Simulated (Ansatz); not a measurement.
### Ga2O3 (R-3c): band gap by G0W0 on HSE06

It takes space group R-3c (No. 167, trigonal). Conventional cell: a = 4.997 Å, b = 4.997 Å, c = 13.451 Å, α = 90.00°, β = 90.00°, γ = 120.00°. Ga has 6 O at 1.93 to 2.08 Å nearest. Nearest to O lie 4 Ga at 1.93 to 2.08 Å. Farther neighbours and most contacts between anions are not listed.

```xyz
10
Lattice="2.4987 1.4426 4.4835 -2.4987 1.4426 4.4835 0.0000 -2.8852 4.4835" Properties=species:S:1:pos:R:3 pbc="T T T"
Ga    0.0000    0.0000   11.5082
Ga    0.0000    0.0000    8.6678
Ga    0.0000    0.0000    1.9425
Ga    0.0000    0.0000    4.7829
O     0.7575    1.5732    5.6044
O     0.9837   -1.4426    5.6044
O    -1.7412   -0.1306    5.6044
O    -0.7575   -1.5732    7.8462
O     1.7412    0.1306    7.8462
O    -0.9837    1.4426    7.8462
```

```
method                               : G0W0 on HSE06, plane waves, PAW (and 1 further level or step)
program                              : Ansatz 0.2.0
settings of one run                  : cutoff 420 eV, 4×4×4 k-mesh, default PAW, empty bands 207, screening cutoff 96 eV, screening contour deformation, QP bands (v3, c3)
cost                                 : 2 runs, 97 s in all on 1 × NVIDIA H100 80GB HBM3 (shared by 6 runs) with 3 threads of AMD EPYC 7R13 (Zen 3), shared host (the runs of this entry)
notes                                : In doubt: masses and optical values from hybrid runs of this build are listed as unsure (in some of the runs), which bears on the screening that GW takes from such a start. The cell and positions are those that the Materials Project relaxed with its own functionals (PBE, PBE+U or r2SCAN), kept fixed. This is not the form that Ga2O3 usually takes at ambient conditions. Limits: no spin-orbit coupling. Bands and cutoff are finite, so the gap is not at the basis limit. The miss can reach some tenths of an eV and take either sign; the mesh is an error of its own.
HSE06 gap                            : 4.55 eV, indirect
G0W0 gap on the mesh                 : 5.35 eV, from k = (0.000, 0.000, 0.250) to k = Γ
G0W0 gap over the zone (rigid shift) : 5.30 eV
GW settings                          : 4×4×4 mesh, 207 empty bands, screening to 96 eV
known limits                         : not at the basis limit; no spin-orbit coupling
```

G0W0 changes the gap by +0.75 eV, from 4.60 eV to 5.35 eV on the mesh: the valence edge shifts by +0.09 eV and the conduction edge by +0.84 eV on the run's own scale. Z is 0.81 and 0.86 at the edges, as usual for well-defined quasiparticles.

[Paths, hosts, dates, memory and timing lines, banners, echoed tables and standing remarks are left out of the program output.]

[Logs are printed without paths, hosts, clocks, repeated set-up lines and the standing remarks that a program may print on its own settings, such as how far it seeks lower states.]

[Runs of the session that timed out or met a known fault of the program may be left out.]

[Cells called generated may have been cut or substituted from an entry of the Crystallography Open Database or the Materials Project.]

[Hosts, paths, dates, database ids (printed as entryN), source tags and the programs' standing remarks are cut or masked in the printed files.]
